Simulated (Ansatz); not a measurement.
**Ti3Mo: relaxing a made-up structure**

This structure for Ti3Mo is made up. Its elements were placed in a known structure type with a cell scaled to their sizes. What cell does the guess relax to, and how far off was it?

Method: DFT, PBE, plane-wave PAW, files of the set soft_1, scalar-relativistic, no spin, cell and ions relaxed at zero pressure; PAW set soft_1, in Ansatz 0.2.0.

### Step 1. Starting point

The structure is cubic, space group Pm-3m (No. 221). The conventional cell has a = 4.120 Å, b = 4.120 Å, c = 4.120 Å, α = 90.00°, β = 90.00°, γ = 90.00°. Mo has 12 Ti at 2.91 Å nearest. Ti has 4 Mo at 2.91 Å and 8 Ti at 2.91 Å nearest. Farther neighbours are not listed.

### Step 2. Relaxation of the guess

The guess takes its coordinates from another compound and its volume from a rule, so the cell and any free coordinates are relaxed together.

The input, input.yaml:

```yaml
crystal:
  lattice:
    - [4.12, 0.0, 0.0]
    - [0.0, 4.12, 0.0]
    - [0.0, 0.0, 4.12]
  atoms:
    - { symbol: Mo, position: [0.0, 0.0, 0.0] }
    - { symbol: Ti, position: [0.5, 0.5, 0.0] }
    - { symbol: Ti, position: [0.5, 0.0, 0.5] }
    - { symbol: Ti, position: [0.0, 0.5, 0.5] }
kpoints:
  mp_grid: { grid: [7, 7, 7] }
scf:
  occupations: { method: fermi_dirac, width: 0.05 }
hamiltonian:
  xc: pbe
  pseudopotentials: { kind: paw, azcp: { folder: soft_1 } }
relax:
  f_tol: 0.015
  max_steps: 70
  cell: {}
output:
  forces: true
  stress: true
```

The run is started by

```sh
ansatz run input.yaml --threads 4 --pin off --max-ram 10240MiB --backend cpu --events-out ev --progress --plain --runs-dir out
```

Numbers of over 12 decimals in the logs are rounded to 6 here.

What it wrote:

```text
Engine: ansatz 0.2.0, x86_64-unknown-linux-gnu
Pseudopotentials: kind: paw
Pseudopotential: Mo, paw, valence charge 14, recommended cutoff 420 eV (normal), soft_1/Mo.paw.azcp
Pseudopotential: Ti, paw, valence charge 12, recommended cutoff 420 eV (normal), soft_1/Ti.paw.azcp
Functional definition: PBE
  parameter kappa = 0.804
  parameter beta = 0.066725
  exchange = pbe_x(kappa = kappa, mu = beta*pi^2/3)
  correlation = pbe_c(beta = beta)
Crystal: 4 atoms, lattice volume = 69.935 Å³
Basis set: ecut = 420 eV, 1357 PW (Γ), exchange–correlation on 60×60×60 points (8 copies of the dense FFT grid, shifted against one another)
Bands: 30, of which v1, the nominal top of the filled ones, is band 25 counted from 1 (24 counted from 0)
Symmetry: 48 space group operations
Space group: Pm-3m (ITA 221), of the structure as read, at distance tolerance 4.1e-5 Å
k-points: 20 of 343
Non-local potential: Mo, projectors of the file, l = 0: 3, l = 1: 2, l = 2: 2, l = 3: 1
Non-local potential: Ti, projectors of the file, l = 0: 3, l = 1: 2, l = 2: 3, l = 3: 1
PAW form: soft (Blöchl's): semilocal exchange-correlation on the pseudo side does not see the compensation charge
PAW one-centre angular grid: Mo, 590 points (default); XC on 64 Gauss nodes
PAW one-centre angular grid: Ti, 590 points (default); XC on 64 Gauss nodes
Initial density: superposition of atomic densities (chi_scale 0.1, normalization cell, long waves kept (reshape's long-wave potential 0.00 eV rms))
Initial wavefunctions: pseudopotential atomic-orbital guess
Functional: x = pbe(κ = 0.804, μ = 0.219515), c = pbe(β = 0.066725)
SCF iter   1: F=—  HF=-12461.933273 eV  |F-HF|=—  |Δ(HF+E_count)|=         —  Δρ=1.72e-1  dr2=5.30e1  ethr=3.10e-3  ⟨swp⟩=3.7  Hψ=1939  notcnv=0
preconditioner: auto → Kerker (q_TF=auto, 2.580 Å⁻¹)  [metal: Δε(μ)=0.045 eV  Ē_g=2.585 eV  σ=0.050 eV  W_gap=0.22  n_scr=18 (ndim 8)  ℏωp=18.8 eV  f_vac=0.000  D(μ)=5.73/eV (n_scr^D=80)]
SCF iter   2: F=—  HF=-12454.979604 eV  |F-HF|=—  |Δ(HF+E_count)|=    6.95e0  Δρ=4.68e-2  dr2=2.57e0  ethr=3.10e-3  ⟨swp⟩=3.5  Hψ=1646  notcnv=0
SCF iter   3: F=—  HF=-12454.621838 eV  |F-HF|=—  |Δ(HF+E_count)|=   3.58e-1  Δρ=1.98e-2  dr2=3.49e-1  ethr=3.10e-3  ⟨swp⟩=3.0  Hψ=944  notcnv=0
SCF iter   4: F=—  HF=-12454.625193 eV  |F-HF|=—  |Δ(HF+E_count)|=   3.36e-3  Δρ=9.78e-3  dr2=1.04e-1  ethr=6.99e-4  ⟨swp⟩=2.2  Hψ=992  notcnv=0
SCF iter   5: F=—  HF=-12454.611355 eV  |F-HF|=—  |Δ(HF+E_count)|=   1.38e-2  Δρ=2.69e-3  dr2=6.97e-3  ethr=2.08e-4  ⟨swp⟩=2.1  Hψ=827  notcnv=0
SCF iter   6: F=—  HF=-12454.610704 eV  |F-HF|=—  |Δ(HF+E_count)|=   6.51e-4  Δρ=3.82e-4  dr2=8.59e-5  ethr=1.39e-5  ⟨swp⟩=2.0  Hψ=751  notcnv=0
SCF iter   7: F=—  HF=-12454.610586 eV  |F-HF|=—  |Δ(HF+E_count)|=   1.18e-4  Δρ=1.05e-4  dr2=1.26e-5  ethr=1.72e-7  ⟨swp⟩=2.4  Hψ=852  notcnv=0
SCF iter   8: F=—  HF=-12454.610585 eV  |F-HF|=—  |Δ(HF+E_count)|=   1.22e-6  Δρ=1.23e-5  dr2=1.58e-7  ethr=2.51e-8  ⟨swp⟩=2.0  Hψ=742  notcnv=0
SCF iter   9: F=-12454.610585 eV  HF=-12454.610585 eV  |F-HF|=2.72e-9  |Δ(HF+E_count)|=   1.00e-8  Δρ=2.39e-6  dr2=5.01e-9  ethr=2.00e-10  ⟨swp⟩=4.0  Hψ=1796  notcnv=0
SCF 1 converged in 9 iterations: F = -12454.610585 eV  dr2 = 5.01e-9
  greatest PAW one-centre occupation: 0.999 electrons in one spin orbital (limit 2), on the Mo atom at site 0 (counted from 0), in its partial waves of l = 0
relax step   1: F+E_penalty+E_count = -12454.61058489 eV  Δ(F+E_penalty+E_count) = +0.000e0 eV  max|allowed force component| = 1.913e-28 eV/Å  Δτ_max = 0.0000 Å  P = -5.523 GPa  Ω = 69.935 Å³  (9 SCF iters, dr2 threshold 1.00e-7 eV, accepted)
Crystal: 4 atoms, lattice volume = 62.038 Å³
Basis set: ecut = 420 eV, 1213 PW (Γ), exchange–correlation on 60×60×60 points (8 copies of the dense FFT grid, shifted against one another)
Initial density: handed on by an earlier stage of this run
Initial wavefunctions: those handed on with the density
iter 1 solved again at ethr=1.30e-3 eV; its pass at ethr=3.10e-3 eV (dr2=6.51e-1 eV) is discarded
SCF iter   1: F=—  HF=-12454.551113 eV  |F-HF|=—  |Δ(HF+E_count)|=         —  Δρ=2.05e-2  dr2=6.54e-1  ethr=1.30e-3  ⟨swp⟩=1.1  Hψ=3306  notcnv=0
preconditioner: auto → Kerker (q_TF=auto, 2.632 Å⁻¹)  [metal: Δε(μ)=0.052 eV  Ē_g=2.873 eV  σ=0.050 eV  W_gap=0.26  n_scr=18 (ndim 8)  ℏωp=20.0 eV  f_vac=0.000  D(μ)=7.03/eV (n_scr^D=92)]
SCF iter   2: F=—  HF=-12454.500323 eV  |F-HF|=—  |Δ(HF+E_count)|=   5.08e-2  Δρ=7.56e-3  dr2=9.30e-2  ethr=1.30e-3  ⟨swp⟩=2.0  Hψ=735  notcnv=0
SCF iter   3: F=—  HF=-12454.492901 eV  |F-HF|=—  |Δ(HF+E_count)|=   7.42e-3  Δρ=1.44e-3  dr2=1.05e-3  ethr=1.86e-4  ⟨swp⟩=2.1  Hψ=828  notcnv=0
SCF iter   4: F=—  HF=-12454.492789 eV  |F-HF|=—  |Δ(HF+E_count)|=   1.11e-4  Δρ=3.80e-4  dr2=2.13e-4  ethr=2.11e-6  ⟨swp⟩=2.0  Hψ=1013  notcnv=0
SCF iter   5: F=—  HF=-12454.492787 eV  |F-HF|=—  |Δ(HF+E_count)|=   2.87e-6  Δρ=8.10e-5  dr2=4.89e-6  ethr=4.26e-7  ⟨swp⟩=2.0  Hψ=714  notcnv=0
SCF iter   6: F=—  HF=-12454.492786 eV  |F-HF|=—  |Δ(HF+E_count)|=   9.56e-7  Δρ=2.70e-5  dr2=9.05e-7  ethr=8.00e-10  ⟨swp⟩=4.1  Hψ=1871  notcnv=0
SCF iter   7: F=-12454.492786 eV  HF=-12454.492786 eV  |F-HF|=3.73e-9  |Δ(HF+E_count)|=   8.52e-8  Δρ=4.13e-6  dr2=8.78e-9  ethr=8.00e-10  ⟨swp⟩=3.8  Hψ=1734  notcnv=0
SCF 2 converged in 7 iterations: F = -12454.492786 eV  dr2 = 8.78e-9
relax step   2: F+E_penalty+E_count = -12454.49278555 eV  Δ(F+E_penalty+E_count) = +1.178e-1 eV  max|allowed force component| = 1.219e-28 eV/Å  Δτ_max = 0.0000 Å  P = +11.956 GPa  Ω = 62.038 Å³  energy of the carried Pulay correction = +1.943e-3 eV  (7 SCF iters, dr2 threshold 4.00e-7 eV, rejected (line search))
Crystal: 4 atoms, lattice volume = 67.231 Å³
iter 1 solved again at ethr=8.80e-4 eV; its pass at ethr=3.10e-3 eV (dr2=4.40e-1 eV) is discarded
SCF iter   1: F=—  HF=-12454.698780 eV  |F-HF|=—  |Δ(HF+E_count)|=         —  Δρ=1.60e-2  dr2=4.41e-1  ethr=8.80e-4  ⟨swp⟩=1.0  Hψ=3350  notcnv=0
preconditioner: auto → Kerker (q_TF=auto, 2.597 Å⁻¹)  [metal: Δε(μ)=0.054 eV  Ē_g=2.714 eV  σ=0.050 eV  W_gap=0.26  n_scr=18 (ndim 8)  ℏωp=19.2 eV  f_vac=0.000  D(μ)=7.08/eV (n_scr^D=80)]
SCF iter   2: F=—  HF=-12454.669391 eV  |F-HF|=—  |Δ(HF+E_count)|=   2.94e-2  Δρ=6.12e-3  dr2=6.91e-2  ethr=8.80e-4  ⟨swp⟩=1.9  Hψ=677  notcnv=0
SCF iter   3: F=—  HF=-12454.664187 eV  |F-HF|=—  |Δ(HF+E_count)|=   5.20e-3  Δρ=9.85e-4  dr2=8.68e-4  ethr=1.38e-4  ⟨swp⟩=2.0  Hψ=764  notcnv=0
SCF iter   4: F=—  HF=-12454.664074 eV  |F-HF|=—  |Δ(HF+E_count)|=   1.13e-4  Δρ=1.75e-4  dr2=3.33e-5  ethr=1.74e-6  ⟨swp⟩=2.0  Hψ=998  notcnv=0
SCF iter   5: F=—  HF=-12454.663995 eV  |F-HF|=—  |Δ(HF+E_count)|=   7.90e-5  Δρ=4.23e-5  dr2=1.43e-6  ethr=6.65e-8  ⟨swp⟩=2.0  Hψ=751  notcnv=0
SCF iter   6: F=—  HF=-12454.663992 eV  |F-HF|=—  |Δ(HF+E_count)|=   2.89e-6  Δρ=1.49e-5  dr2=2.15e-7  ethr=2.85e-9  ⟨swp⟩=2.1  Hψ=814  notcnv=0
SCF iter   7: F=—  HF=-12454.663992 eV  |F-HF|=—  |Δ(HF+E_count)|=   2.29e-8  Δρ=3.64e-6  dr2=7.35e-9  ethr=4.29e-10  ⟨swp⟩=2.0  Hψ=725  notcnv=0
SCF iter   8: F=—  HF=-12454.663992 eV  |F-HF|=—  |Δ(HF+E_count)|=   1.34e-9  Δρ=5.16e-7  dr2=1.23e-10  ethr=1.47e-11  ⟨swp⟩=2.0  Hψ=950  notcnv=0
SCF iter   9: F=-12454.663992 eV  HF=-12454.663992 eV  |F-HF|=1.82e-12  |Δ(HF+E_count)|=  3.64e-11  Δρ=8.08e-8  dr2=2.46e-12  ethr=1.00e-12  ⟨swp⟩=4.0  Hψ=1793  notcnv=0
SCF 3 converged in 9 iterations: F = -12454.663992 eV  dr2 = 2.46e-12
relax step   3: F+E_penalty+E_count = -12454.66399217 eV  Δ(F+E_penalty+E_count) = -5.341e-2 eV  max|allowed force component| = 6.870e-30 eV/Å  Δτ_max = 0.0000 Å  P = -0.574 GPa  Ω = 67.231 Å³  energy of the carried Pulay correction = +6.401e-4 eV  (9 SCF iters, accepted)
Crystal: 4 atoms, lattice volume = 66.931 Å³
iter 1 solved again at ethr=2.41e-6 eV; its pass at ethr=3.10e-3 eV (dr2=1.21e-3 eV) is discarded
SCF iter   1: F=—  HF=-12454.664739 eV  |F-HF|=—  |Δ(HF+E_count)|=         —  Δρ=8.33e-4  dr2=1.19e-3  ethr=2.41e-6  ⟨swp⟩=1.0  Hψ=2696  notcnv=0
preconditioner: auto → Kerker (q_TF=auto, 2.599 Å⁻¹)  [metal: Δε(μ)=0.045 eV  Ē_g=2.698 eV  σ=0.050 eV  W_gap=0.22  n_scr=18 (ndim 8)  ℏωp=19.3 eV  f_vac=0.000  D(μ)=7.29/eV (n_scr^D=92)]
SCF iter   2: F=—  HF=-12454.664658 eV  |F-HF|=—  |Δ(HF+E_count)|=   8.09e-5  Δρ=3.08e-4  dr2=1.73e-4  ethr=2.38e-6  ⟨swp⟩=1.3  Hψ=607  notcnv=0
SCF iter   3: F=—  HF=-12454.664572 eV  |F-HF|=—  |Δ(HF+E_count)|=   8.63e-5  Δρ=5.54e-5  dr2=1.81e-6  ethr=3.47e-7  ⟨swp⟩=2.0  Hψ=711  notcnv=0
iter 4 did not close the SCF: its close was put off for the readings that it lacked (scf_convergence_deferred on its scf_iter line)
SCF iter   4: F=-12454.664571 eV  HF=-12454.664572 eV  |F-HF|=2.82e-7  |Δ(HF+E_count)|=   1.59e-7  Δρ=1.54e-5  dr2=3.42e-7  ethr=3.62e-9  ⟨swp⟩=2.0  Hψ=1021  notcnv=0
iter 5 did not close the SCF: its close was put off for the readings that it lacked (scf_convergence_deferred on its scf_iter line)
SCF iter   5: F=-12454.664572 eV  HF=-12454.664572 eV  |F-HF|=1.23e-8  |Δ(HF+E_count)|=   3.90e-8  Δρ=4.46e-6  dr2=2.02e-8  ethr=6.83e-10  ⟨swp⟩=2.1  Hψ=731  notcnv=0
SCF iter   6: F=-12454.664572 eV  HF=-12454.664572 eV  |F-HF|=2.71e-9  |Δ(HF+E_count)|=   2.65e-9  Δρ=1.54e-6  dr2=3.24e-9  ethr=4.05e-11  ⟨swp⟩=2.0  Hψ=1599  notcnv=0
SCF 4 converged in 6 iterations: F = -12454.664572 eV  dr2 = 3.24e-9
relax step   4: F+E_penalty+E_count = -12454.66457172 eV  Δ(F+E_penalty+E_count) = -5.795e-4 eV  max|allowed force component| = 6.738e-29 eV/Å  Δτ_max = 0.0000 Å  P = +0.035 GPa  Ω = 66.931 Å³  energy of the carried Pulay correction = +7.127e-4 eV  (6 SCF iters, dr2 threshold 4.00e-7 eV, accepted)
Initial wavefunctions: pseudopotential atomic-orbital guess (no wavefunctions were taken with the density)
iter 1 solved again at ethr=1.17e-7 eV; its pass at ethr=3.10e-3 eV (dr2=5.87e-5 eV) is discarded
SCF iter   1: F=—  HF=-12454.663822 eV  |F-HF|=—  |Δ(HF+E_count)|=         —  Δρ=5.53e-5  dr2=2.98e-7  ethr=1.17e-7  ⟨swp⟩=3.0  Hψ=3425  notcnv=0
preconditioner: auto → Kerker (q_TF=auto, 2.599 Å⁻¹)  [metal: Δε(μ)=0.045 eV  Ē_g=2.699 eV  σ=0.050 eV  W_gap=0.21  n_scr=18 (ndim 8)  ℏωp=19.3 eV  f_vac=0.000  D(μ)=7.28/eV (n_scr^D=92)]
SCF iter   2: F=—  HF=-12454.663746 eV  |F-HF|=—  |Δ(HF+E_count)|=   7.58e-5  Δρ=3.06e-5  dr2=1.30e-7  ethr=5.96e-10  ⟨swp⟩=2.0  Hψ=1077  notcnv=0
SCF iter   3: F=—  HF=-12454.663747 eV  |F-HF|=—  |Δ(HF+E_count)|=   1.72e-7  Δρ=3.66e-6  dr2=2.66e-9  ethr=2.60e-10  ⟨swp⟩=2.0  Hψ=1095  notcnv=0
SCF iter   4: F=—  HF=-12454.663747 eV  |F-HF|=—  |Δ(HF+E_count)|=   2.94e-9  Δρ=8.65e-7  dr2=3.04e-10  ethr=5.32e-12  ⟨swp⟩=2.0  Hψ=778  notcnv=0
iter 5 did not close the SCF: its close was put off for the readings that it lacked (scf_convergence_deferred on its scf_iter line)
SCF iter   5: F=-12454.663747 eV  HF=-12454.663747 eV  |F-HF|=7.28e-12  |Δ(HF+E_count)|=  2.58e-10  Δρ=2.37e-7  dr2=3.42e-11  ethr=1.00e-12  ⟨swp⟩=1.4  Hψ=696  notcnv=0
SCF iter   6: F=-12454.663747 eV  HF=-12454.663747 eV  |F-HF|=5.46e-12  |Δ(HF+E_count)|=  3.64e-12  Δρ=3.46e-8  dr2=7.00e-13  ethr=1.00e-12  ⟨swp⟩=2.4  Hψ=1786  notcnv=0
SCF 5 converged in 6 iterations: F = -12454.663747 eV  dr2 = 7.00e-13
relax step   5: F+E_penalty+E_count = -12454.66374666 eV  Δ(F+E_penalty+E_count) = +8.251e-4 eV  max|allowed force component| = 1.006e-28 eV/Å  Δτ_max = 0.0000 Å  P = +0.046 GPa  Ω = 66.931 Å³  stress off target by 4.60e-2 GPa  SCF on the basis re-selected at this cell (its energy is not comparable with the rows above)  (6 SCF iters)
basis re-selected at this cell: Δ(F+E_penalty+E_count) = +8.251e-4 eV, ΔP = +0.011 GPa vs the last step (what re-selecting the basis moved, of the pressure what is left beyond the Pulay correction that the steps carried, after the strain that the cell walked since its last selection, with what the two solves' SCF thresholds leave and, on support functions, any second-order correction that the steps lacked; it is no m [...]
SCF converged after 6 iterations
Free energy (F): -12454.663747 eV
Harris-Foulkes:  -12454.663747 eV  (|F-HF|=5.46e-12)
Internal energy: -12454.605300 eV  (E = F + TS)
E sigma→0 (E₀):  -12454.634523 eV
Entropy (-TS):   -0.058447 eV (-14.612 meV/atom)
Fermi energy:    15.133630 eV
--- Per-component energies (eV) ---
  E_band       = -535.969456
  E_kinetic    = 1265.848775
  E_local      = -3394.609066  (includes V_loc(G=0)·N_el)
  E_nonlocal   = 331.043641
  E_hartree    = 1299.778156
  E_xc         = -524.572819
  E_vxc        = -655.912425  (∫ρ·V_xc dr)
  E_paw        = -6338.662359  (= ΣΔE_a)
  E_vpaw       = -681.896503  (= ΣTr[D̂ρ^β])
  E_aug_tail   = -0.000183  (compensation charges beyond the density's cutoff)
  E_ewald      = -5093.431444
  E_smearing   = -0.058447  (= −TS)
  E_closure    = 0.000000  (closes the sum)
  Σ components = -12454.663747   (vs F -12454.663747, Δ=0.00e0)
--- Forces (eV/Å), atoms counted from 1 ---
  atom   1  Mo     0.00000000     0.00000000    -0.00000000
  atom   2  Ti    -0.00000000     0.00000000     0.00000000
  atom   3  Ti     0.00000000     0.00000000     0.00000000
  atom   4  Ti     0.00000000     0.00000000     0.00000000
  max |Σ_I F_I| component: 1.02e-28 eV/Å
--- Stress (GPa, compression-positive) ---
        0.045963       0.000000       0.000000
        0.000000       0.045963      -0.000000
        0.000000      -0.000000       0.045963
  P = ⅓ Tr σ = 0.0460 GPa (0.460 kbar)
--- Relaxed structure (4 steps of the walk, 3 accepted, 1 SCFs on fresh bases) ---
  F+E_penalty+E_count = -12454.66374666 eV   max|allowed force component| = 1.006e-28 eV/Å   (the final SCF, on the basis selected at the relaxed cell)
  cell:  # Å, volume = 66.9306 Å³
    - [4.060146, 0, 0]
    - [0, 4.060146, 0]
    - [0, 0, 4.060146]
  atoms:
    - { symbol: Mo, position: [0, 0, 0] }
    - { symbol: Ti, position: [0.500000, 0.500000, 0] }
    - { symbol: Ti, position: [0.500000, 0, 0.500000] }
    - { symbol: Ti, position: [0, 0.500000, 0.500000] }
```

Elapsed: 5 s, on 4 threads of AMD EPYC 7R13 (Zen 3), shared host; peak memory 0.44 GiB.

Relaxation path:

| step | energy less that of the first step (eV) | largest force component (eV/Å) | pressure (GPa) | volume (Å³) |
| --- | --- | --- | --- | --- |
| 1 | 0.0000 | 0.0000 | -5.52 | 69.93 |
| 2 | 0.1178 | 0.0000 | 11.96 | 62.04 |
| 3 | -0.0534 | 0.0000 | -0.57 | 67.23 |
| 4 | -0.0540 | 0.0000 | 0.04 | 66.93 |
| 5* | -0.0532 | 0.0000 | 0.05 | 66.93 |

Relaxation steps marked * repeat the geometry before them on a plane-wave basis chosen anew for their cell, so energy and pressure can jump there. Relaxation step 2 was tried and not accepted.

The run keeps the 48 symmetry operations that it works with, so distortions that break them were not tested.

| conventional cell, symmetrised | before | after | change |
| --- | --- | --- | --- |
| a (Å) | 4.120 | 4.060 | -1.5 % |
| b (Å) | 4.120 | 4.060 | -1.5 % |
| c (Å) | 4.120 | 4.060 | -1.5 % |
| volume (Å³/atom) | 17.48 | 16.73 | -4.3 % |

The relaxed structure:

```
Mo Ti
1.0
     4.06015    0.00000    0.00000
     0.00000    4.06015    0.00000
     0.00000    0.00000    4.06015
Mo Ti
1 3
Cartesian
  0.0000 0.0000 0.0000
  2.0301 2.0301 0.0000
  2.0301 0.0000 2.0301
  0.0000 2.0301 2.0301
```

Numbers from this step:

- free energy: -12454.6637 eV
- energy at zero smearing: -12454.6345 eV
- smearing term TS: 0.05845 eV
- Fermi energy: 15.13 eV
- electrons: 50
- symmetry operations: 48
- pressure: 0.04596 GPa

The shortest distance of each pair, which need not be the same contact before and after:

| pair | guess (Å) | relaxed (Å) |
| --- | --- | --- |
| Mo–Ti | 2.913 | 2.871 |
| Ti–Ti | 2.913 | 2.871 |
| Mo–Mo | 4.120 | 4.060 |

The relaxation ends with a pressure of 0.05 GPa.

### Step 3. What came out

```json
{"space group, relaxed": "Pm-3m", "conventional cell": "a = 4.060, b = 4.060, c = 4.060 Å; α = 90.0°, β = 90.0°, γ = 90.0°", "volume per atom": "16.73 Å³ (guess 17.48)"}
```

**Reading.** Ti3Mo relaxes to Pm-3m with a = 4.060, b = 4.060 and c = 4.060 Å. The guessed volume was 4 % too large. The space group Pm-3m was held in the relaxation, so the end point is a stationary structure within it and may be a saddle against distortions or other arrangements. Mesh and cutoff weren't tested. No dispersion term is used, so weakly bound directions may come out too long. The runs have no spin, and magnetism wasn't tested. Nothing here tests whether the compound is stable against decomposition.

[Logs are printed without paths, hosts, clocks, repeated set-up lines and the standing remarks that a program may print on its own settings, such as how far it seeks lower states.]

[Hosts, paths, dates, database ids (printed as entryN), source tags and the programs' standing remarks are cut or masked in the printed files.]
